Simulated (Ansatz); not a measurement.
# Al2O3 (Corundum): the HSE06 gap against the k mesh of the hybrid

Aim: see how gap, energy and time of Al2O3 (Corundum) follow the k mesh of the hybrid.

Method: DFT, HSE06, plane waves, PAW, in Ansatz 0.2.0.

### Step 1. The starting structure

The structure is trigonal, space group R-3c (No. 167). The conventional cell has a = 4.760 Å, b = 4.760 Å, c = 12.996 Å, α = 90.00°, β = 90.00°, γ = 120.00°. Al has 6 O at 1.85 to 1.97 Å nearest. O has 4 Al at 1.85 to 1.97 Å nearest. Farther neighbours and most contacts between anions are not listed.

The cell and positions come from the Crystallography Open Database and are kept as given unless a step says otherwise. The default PAW set here is soft_2. Its files were made with PBE.

### Step 2. k mesh of the hybrid: 2×2×2

The input, input.yaml:

```yaml
crystal:
  lattice:
    - [2.38025, 1.3742379782, 4.3318666667]
    - [-2.38025, 1.3742379782, 4.3318666667]
    - [0.0, -2.7484759565, 4.3318666667]
  atoms:
    - { symbol: Al, position: [0.35216, 0.35216, 0.35216] }
    - { symbol: Al, position: [0.14784, 0.14784, 0.14784] }
    - { symbol: Al, position: [0.64784, 0.64784, 0.64784] }
    - { symbol: Al, position: [0.85216, 0.85216, 0.85216] }
    - { symbol: O, position: [0.55668, 0.94332, 0.25] }
    - { symbol: O, position: [0.25, 0.55668, 0.94332] }
    - { symbol: O, position: [0.94332, 0.25, 0.55668] }
    - { symbol: O, position: [0.44332, 0.05668, 0.75] }
    - { symbol: O, position: [0.75, 0.44332, 0.05668] }
    - { symbol: O, position: [0.05668, 0.75, 0.44332] }
kpoints:
  mp_grid: { grid: [2, 2, 2] }
  band_path:
    path:
      - [0.0, 0.0, 0.0]
      - [0.5, 0.5, 0.5]
      - [0.76623952, 0.23376048, 0.5]
      - [0.5, -0.23376048, 0.23376048]
      - [0.5, 0.0, 0.0]
      - [0.36688024, -0.36688024, 0.0]
      - [0.63311976, 0.0, 0.36688024]
      - [0.5, 0.0, 0.5]
    npoints: 1
hamiltonian:
  xc: hse06
scf:
  occupations: { method: fixed }
  n_extra_bands: 7
output:
  eigenvalues: true
```

Command:

```sh
$ ansatz run input.yaml --threads 3 --pin off --max-ram 92160MiB --backend cuda --events-out ev --progress --plain --runs-dir out --devices 1 --max-vram 13GiB
```

Numbers of over 12 decimals in the logs are rounded to 6 here.

The program printed:

```text
scf.n_extra_bands = 7 over 24 filled bands (N_el = 48.0): the run solves 31 bands
exact exchange: scf.exx.singularity resolves to wigner_seitz, which cuts the screened interaction at the faces of the exchange supercell's Wigner-Seitz cell, so that each pair interacts once, at the shortest of its separations (the periodic images that this leaves out come, for a point-like exchange hole, to about 0.017 eV on a filled level). The cut falls within the interaction's reach, and what an exchange supercel [...]
GPUs: using 1 of 1 available (devices: 1).
Engine: ansatz 0.2.0, x86_64-unknown-linux-gnu
Pseudopotentials: kind: paw
Pseudopotential: Al, paw, valence charge 3, recommended cutoff 420 eV (normal), Al.paw.azcp
Pseudopotential: O, paw, valence charge 6, recommended cutoff 420 eV (normal), O.paw.azcp
Functional definition: HSE06
  parameter a = 0.25
  parameter omega = 0.11/bohr
  exchange = pbe_x - a*pbe_x_sr(omega) + a*exact_x_sr(omega)
  correlation = pbe_c
davidson cushion auto → on  (no smearing: the cushion is to keep the highest requested band from converging to the state above it; pin scf.eigensolver.cushion to override)
concurrent solve slots: 2 of 3 are kept, ahead of what memory takes: no pass of the eigensolver takes more rounds on 2
device memory: the entry about to start is reckoned to put 1.1 GiB on a device that reports 65.9 GiB free (of which the cap on the GPU budget leaves the run 13.0 GiB)
GPU FFT provider: cuFFT
GPU libraries: cuBLAS 13.8.2, cuFFT 12.4.0, cuSOLVER 12.3.4
Crystal: 10 atoms, lattice volume = 85.018 Å³
Basis set: ecut = 420 eV, 1653 PW (Γ)
Bands: 31, of which v1, the nominal top of the filled ones, is band 24 counted from 1 (23 counted from 0)
Symmetry: 12 space group operations
Space group: R-3c (ITA 167), of the structure as read, at distance tolerance 4.4e-5 Å
k-points: 4 of 8
Non-local potential: Al, projectors of the file, l = 0: 2, l = 1: 2, l = 2: 1
Non-local potential: O, projectors of the file, l = 0: 2, l = 1: 2, l = 2: 1
PAW form: soft (Blöchl's): semilocal exchange-correlation on the pseudo side does not see the compensation charge
PAW frozen core: Al, regenerated for the run's functional, and the local potential with it (the file was generated under x = pbe(κ = 0.804, μ = 0.219515), c = pbe(β = 0.066725))
PAW frozen core: O, regenerated for the run's functional, and the local potential with it (the file was generated under x = pbe(κ = 0.804, μ = 0.219515), c = pbe(β = 0.066725))
PAW one-centre angular grid: Al, 110 points (default); XC on 64 Gauss nodes
PAW one-centre angular grid: O, 110 points (default); XC on 96 Gauss nodes
Initial density: superposition of atomic densities (neutral atoms: chi_scale 0, normalization atom), corrected by the library's trained network
Initial wavefunctions: pseudopotential atomic-orbital guess
GPU buffer pool allocated for 46656 grid points (all kernels)
GPU transforms: local potential and band sums: pruned to the plane-wave sphere, on 36×36×36
Functional: x = pbe(κ = 0.804, μ = 0.219515), c = pbe(β = 0.066725), warm-up for x = pbe(κ = 0.804, μ = 0.219515) + 0.25 (exact − pbe) at short range (hse, ω = 0.207870 Å⁻¹), c = pbe(β = 0.066725); HSE06 as pw.x's `hse` composes it (authors' and Libxc's form: `xc: wpbeh`)
SCF iter   1: F=—  HF=-5569.498460 eV  |F-HF|=—  |Δ(HF+E_count)|=         —  Δρ=1.64e-3  dr2=9.16e-4  ethr=1.77e-3  ⟨swp⟩=2.0  Hψ=936  notcnv=0
preconditioner: auto → none  [insulator: Δε(μ)=6.221 eV  Ē_g=16.955 eV  n_scr=20 (ndim 8)  ℏωp=27.9 eV  f_vac=0.000]
SCF iter   2: F=-5569.500553 eV  HF=-5569.500023 eV  |F-HF|=5.31e-4  |Δ(HF+E_count)|=   1.56e-3  Δρ=8.52e-4  dr2=1.58e-4  ethr=1.91e-6  ⟨swp⟩=6.0  Hψ=461  notcnv=0
SCF 1 stopped early in 2 iterations: F = -5569.500553 eV  dr2 = 1.58e-4
  greatest PAW one-centre occupation: 0.859 electrons in one spin orbital (limit 2), on the O atom at site 8 (counted from 0), in its partial waves of l = 0
[...]
SCF iter   3: F=—  HF=-5570.947836 eV  |F-HF|=—  |Δ(HF+E_count)|=   1.25e-2  Δρ=1.35e-3  dr2=1.57e-3  ethr=3.28e-6  ⟨swp⟩=4.0  Hψ=382  notcnv=0
SCF iter   4: F=—  HF=-5570.947430 eV  |F-HF|=—  |Δ(HF+E_count)|=   4.05e-4  Δρ=6.54e-4  dr2=3.18e-4  ethr=3.17e-6  ⟨swp⟩=3.5  Hψ=387  notcnv=0
iter 5 solved again at ethr=1.80e-8 eV; its pass at ethr=5.63e-7 eV (dr2=8.65e-6 eV) is discarded
SCF iter   5: F=—  HF=-5570.947334 eV  |F-HF|=—  |Δ(HF+E_count)|=   9.63e-5  Δρ=1.17e-4  dr2=1.78e-5  ethr=1.80e-8  ⟨swp⟩=4.2  Hψ=665  notcnv=0
eigensolver tolerance schedule: the retry pair's looser diagonalisation over-reported the residual by 0.17 of it (diagonalisation noise at 0.18 of the residual, at the tolerance the schedule requests for it); recorded, not acted on — ethr = c·dr2/N_el stays at c = 1.0e-1
SCF iter   6: F=-5570.947444 eV  HF=-5570.947449 eV  |F-HF|=4.65e-6  |Δ(HF+E_count)|=   1.15e-4  Δρ=9.03e-5  dr2=6.39e-6  ethr=1.54e-8  ⟨swp⟩=5.0  Hψ=458  notcnv=0
SCF 2 stopped early in 6 iterations: F = -5570.947444 eV  dr2 = 6.39e-6
  greatest PAW one-centre occupation: 0.862 electrons in one spin orbital (limit 2), on the O atom at site 9 (counted from 0), in its partial waves of l = 0
hybrid outer 1: dexx = +1.598e-2 eV, tail = 3.23e-5 eV
GPU FFT provider: cuFFT
GPU libraries: cuBLAS 13.8.2, cuFFT 12.4.0, cuSOLVER 12.3.4
GPU buffer pool allocated for 46656 grid points (all kernels)
GPU transforms: local potential and band sums: pruned to the plane-wave sphere, on 36×36×36
Exchange kernel: α = 0.2500, screened, ω = 0.2079 Å⁻¹, Wigner–Seitz truncation, v(0) = 849.4259 eV·Å³, q-mesh 2×2×2, nearest image of the exchange supercell L = 9.52 Å, pair-density grid 24×24×24, without the augmentation charges, whose exchange is taken in its separable form by FFT convolution over the k-point mesh (sized by the pseudopotential files, 27×27×32 at the most), smooth part of the exact exchange by density-matrix convolution in up to 329.3 MiB of GPU memory as planned if the GPU has room (build and FFT work areas not counted)
Frozen-core exchange: fock
SCF iter   1: F=—  HF=-5570.947536 eV  |F-HF|=—  |Δ(HF+E_count)|=         —  Δρ=3.37e-5  dr2=6.50e-7  ethr=3.36e-7  ⟨swp⟩=3.0  Hψ=283  notcnv=0
preconditioner: auto → none  [insulator: Δε(μ)=8.100 eV  Ē_g=19.499 eV  n_scr=20 (ndim 8)  ℏωp=27.9 eV  f_vac=0.000]
SCF iter   2: F=—  HF=-5570.947536 eV  |F-HF|=—  |Δ(HF+E_count)|=   2.95e-7  Δρ=1.71e-5  dr2=1.48e-7  ethr=1.28e-9  ⟨swp⟩=5.8  Hψ=481  notcnv=0
SCF iter   3: F=-5570.947536 eV  HF=-5570.947536 eV  |F-HF|=3.50e-8  |Δ(HF+E_count)|=   1.15e-8  Δρ=1.07e-5  dr2=8.31e-8  ethr=2.35e-10  ⟨swp⟩=3.8  Hψ=402  notcnv=0
SCF 3 converged in 3 iterations: F = -5570.947536 eV  dr2 = 8.31e-8
hybrid outer 2: dexx = +3.487e-7 eV, tail = 1.85e-7 eV, Δε = 2.45e-3 eV (about 2.54e-4 eV left of the loop's levels)
device memory: the entry about to start is reckoned to put 0.6 GiB on a device that reports 55.5 GiB free (of which the cap on the GPU budget leaves the run 13.0 GiB)
NSCF: frozen V_eff on 8 k-points
hybrid SCF converged: 2 outer / 9 inner (+2 warm-up), last move |dexx| = 3.49e-7 eV, tail = 1.85e-7 eV
Stability not checked: this state was not tested for a lower state beside it, because the functional holds exact exchange (a hybrid, or Hartree-Fock), whose exchange loop this test does not read (fock_operator; see scf.lower_state_search)
Free energy (F): -5570.947536 eV
Frozen-core exchange: fock
Harris-Foulkes:  -5570.947536 eV  (|F-HF|=3.50e-8)
Internal energy: -5570.947536 eV  (E = F + TS)
E sigma→0 (E₀):  -5570.947536 eV
Fermi energy:    6.471371 eV
--- Per-component energies (eV) ---
  E_band       = -19.544074
  E_kinetic    = 1190.825410
  E_local      = -1979.943291  (includes V_loc(G=0)·N_el)
  E_nonlocal   = 316.410288
  E_hartree    = 737.425259
  E_xc         = -494.611718
  E_vxc        = -557.464667  (∫ρ·V_xc dr)
  E_exx        = -136.411685  (= α·E_x^exact, valence–valence)
  E_paw        = -2806.586919  (= ΣΔE_a)
  E_vpaw       = -191.419364  (= ΣTr[D̂ρ^β])
  E_aug_tail   = 0.015040  (compensation charges beyond the density's cutoff)
  E_ewald      = -2397.730569
  E_core_change = -0.339352  (= ΣΔE_core)
  E_smearing   = -0.000000  (= −TS)
  E_closure    = -0.000000  (closes the sum)
  Σ components = -5570.947536   (vs F -5570.947536, Δ=0.00e0)
--- Band table (eV) ---
  k-point 0: bands = [... 20 lower, 5.8802, 6.4153, 6.4153, 6.4714, 14.5710, 17.5408, 19.3303, 20.0463, ... 3 higher]
  k-point 1: bands = [... 20 lower, 5.4479, 5.4479, 6.1441, 6.1441, 17.9298, 17.9298, 18.1299, 18.1299, ... 3 higher]
  k-point 2: bands = [... 20 lower, 5.3271, 5.4920, 5.6662, 6.1532, 17.9871, 18.2546, 18.4320, 18.9018, ... 3 higher]
  k-point 3: bands = [... 20 lower, 6.0411, 6.0411, 6.0411, 6.0411, 17.1116, 17.1116, 19.5547, 19.5547, ... 3 higher]
```

The job ended after 14 s (1 × NVIDIA H100 80GB HBM3 (shared by 6 runs) with 3 threads of AMD EPYC 7R13 (Zen 3), shared host; peak memory 1.1 GiB).

In the SCF lines HF is the Harris–Foulkes energy and dr2 the Hartree energy of the density residual, in eV; the loop may stop once dr2 is under the threshold and the program's other checks hold. Hψ counts applications of the Hamiltonian.

This step gave:

| Item | Value |
| --- | --- |
| gap | 8.100 eV |
| valence top at | Γ |
| conduction bottom at | Γ |
| least direct gap | 8.100 eV |
| exact-exchange fraction | 0.25 |

The gap is direct, at Γ.

### Step 3. k mesh of the hybrid: 6×6×6

input.yaml, as its differences from that of step 2:

```diff
@@ -17,3 +17,3 @@
 kpoints:
-  mp_grid: { grid: [2, 2, 2] }
+  mp_grid: { grid: [6, 6, 6] }
   band_path:
@@ -36 +36,5 @@
   eigenvalues: true
+  write_density: true
+  write_potential: true
+  elf: true
+  volumetric_format: npy
```

The program printed:

```text
[...]
GPUs: using 1 of 1 available (devices: 1).
[...]
GPU FFT provider: cuFFT
GPU libraries: cuBLAS 13.8.2, cuFFT 12.4.0, cuSOLVER 12.3.4
Crystal: 10 atoms, lattice volume = 85.018 Å³
Basis set: ecut = 420 eV, 1653 PW (Γ)
Bands: 31, of which v1, the nominal top of the filled ones, is band 24 counted from 1 (23 counted from 0)
[... 1 set-up line as in the run before ...]
[...]
k-points: 32 of 216
[...]
Fermi energy:    6.471796 eV
[...]
--- Band table (eV; the first three rows and the last of 32) ---
  k-point 0: bands = [... 20 lower, 5.8759, 6.4130, 6.4130, 6.4718, 14.5519, 17.5316, 19.3289, 20.0411, ... 3 higher]
  k-point 1: bands = [... 20 lower, 5.6780, 6.0744, 6.3643, 6.4073, 15.1974, 18.0691, 18.8382, 19.7221, ... 3 higher]
  k-point 2: bands = [... 20 lower, 5.5324, 5.8361, 6.1907, 6.2495, 16.5819, 18.2714, 18.6114, 19.0732, ... 3 higher]
  k-point 31: bands = [... 20 lower, 6.0374, 6.0374, 6.0374, 6.0374, 17.1011, 17.1011, 19.5535, 19.5535, ... 3 higher]
[key lines of the parts left out:]
Free energy (F): -5570.993562 eV
```

Run time: 45 s. Hardware: 1 × NVIDIA H100 80GB HBM3 (shared by 6 runs) with 3 threads; peak memory 1.9 GiB.

This step gave:

| Item | Value |
| --- | --- |
| gap | 8.080 eV |
| valence top at | Γ |
| conduction bottom at | Γ |
| least direct gap | 8.080 eV |

The gap is 8.080 eV, −0.020 eV from the run before at this level.

### Step 4. The series

Differences are against the last row; a negative gap means that bands overlap, and a run with a band path holds that path's time. Times are wall times on 1 × NVIDIA H100 80GB HBM3 (shared by 6 runs) with 3 threads of AMD EPYC 7R13 (Zen 3), shared host, good to a factor of about two.

```tsv
k mesh of the hybrid	gap (eV)	direct gap (eV)	gap error (eV)	energy error (meV/atom)	irreducible k	time
2×2×2	8.100	8.100	+0.020	+4.6	4	14 s
6×6×6	8.080	8.080	+0.000	+0.0	32	45 s
```

### Step 5. What came out

| Item | Value |
| --- | --- |
| 2×2×2 | 8.100 eV |
| 6×6×6 | 8.080 eV |

In words: The gap holds to 0.02 eV from 2×2×2 on, the cheapest setting tried. At 2×2×2 the gap is off by +0.020 eV and the energy by +5 meV/atom. The gap is read over the mesh and added points near the edges, so meshes differ mainly through the density and, for a hybrid, the exchange operator.

[Paths, hosts, dates, memory and timing lines, banners, echoed tables and standing remarks are left out of the program output.]

[Logs are printed without paths, hosts, clocks, repeated set-up lines and the standing remarks that a program may print on its own settings, such as how far it seeks lower states.]

[Runs of the session that timed out or met a known fault of the program may be left out.]

[Cells called generated may have been cut or substituted from an entry of the Crystallography Open Database or the Materials Project.]

[Hosts, paths, dates, database ids (printed as entryN), source tags and the programs' standing remarks are cut or masked in the printed files.]
